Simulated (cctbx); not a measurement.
## Reading a Patterson map

Space group Amm2 (no. 38), a = 5.2330 Å, b = 10.2180 Å, c = 10.0010 Å, α = 90.00°, β = 90.00°, γ = 90.00°, content Zn4 Cl12 Na4.

The data are simulated with cctbx, not measured: Cu Kα, λ = 1.54184 Å, to d = 0.8 Å, 95 % of the full sphere, strongest reflection 40000 counts, noise from counting, a 4 % proportional error and a noise floor of 4 counts (s.d.); no absorption.

Patterson synthesis, origin scaled to 1000:

```text
Patterson group A m m m
      u       v       w   height  length (A)
  0.000   0.000   0.000   1000.0     0.00
  0.000   0.000   0.500    664.8     5.00
  0.500   0.000   0.500    511.5     5.64
  0.500   0.000   0.000    507.4     2.62
  0.500   0.250   0.250    306.9     4.43
  0.000   0.249   0.439    261.6     5.08
  0.000   0.061   0.251    258.7     2.58
  0.000   0.250   0.250    185.2     3.57
  0.500   0.059   0.249    153.3     3.66
  0.500   0.251   0.441    152.8     5.73
  0.000   0.191   0.310    152.5     3.66
  0.500   0.000   0.303     97.4     4.01
  0.500   0.198   0.000     88.0     3.31
  0.500   0.000   0.196     87.5     3.27
```

Q: Assign the vectors.

A peak at u stands for all pairs with xi − xj = u, with weight Σ ZiZj against Σ Z² = 7552 at the origin. Peak heights follow these weights only roughly, since form factors, motion and series ripples differ, all vectors within 0.55 Å of a peak are counted as merged into it though the farther ones add only part of their weight, and F(000) is left out, which lowers the whole map:

| u | v | w | shortest length (Å) | height | 1000 ΣZiZj/ΣZ² | pairs in the cell |
| --- | --- | --- | --- | --- | --- | --- |
| 0.000 | 0.000 | 0.500 | 5.00 | 665 | 694 | 4 × Zn–Zn, 4 × Cl–Cl, 4 × Na–Na |
| 0.500 | 0.000 | 0.500 | 5.64 | 512 | 540 | 8 × Zn–Cl |
| 0.500 | 0.000 | 0.000 | 2.62 | 507 | 540 | 8 × Zn–Cl |
| 0.500 | 0.250 | 0.250 | 4.43 | 307 | 350 | 8 × Zn–Na |
| 0.000 | 0.249 | 0.439 | 2.64 | 262 | 270 | 4 × Zn–Cl |
| 0.000 | 0.061 | 0.251 | 2.59 | 259 | 270 | 4 × Zn–Cl |
| 0.000 | 0.250 | 0.250 | 3.57 | 185 | 198 | 8 × Cl–Na |
| 0.500 | 0.059 | 0.249 | 3.66 | 153 | 153 | 4 × Cl–Cl |
| 0.500 | 0.251 | 0.441 | 3.70 | 153 | 153 | 4 × Cl–Cl |
| 0.000 | 0.191 | 0.310 | 3.66 | 152 | 153 | 4 × Cl–Cl |

The table stops at ten peaks or at a height of 45, below which ripples compete. In the model behind the data Zn, the heaviest element, has 1 independent site: (0, 0.2453, 0.7436), up to an allowed shift of origin; the Zn–Zn vectors are differences of these positions and their symmetry mates. The whole model:

```csv
atom,mult.,x,y,z,Ueq (Å²)
Zn1,4,0,0.2453,0.7436,0.0217
Cl1,4,0,0.8101,0.4921,0.0172
Cl2,2,0,0,0.1806,0.0219
Cl3,2,0,0,0.8049,0.0143
Cl4,4,1/2,0.7489,0.7354,0.0186
Na1,2,1/2,0,0.4866,0.0178
Na2,2,1/2,0,0.9889,0.0253
```

The model was made for the exercise: a known structure type with other elements put in, its volume estimated, not relaxed; displacement parameters are assumed.

[Logs are printed without paths, hosts, clocks, repeated set-up lines and the standing remarks that a program may print on its own settings, such as how far it seeks lower states.]
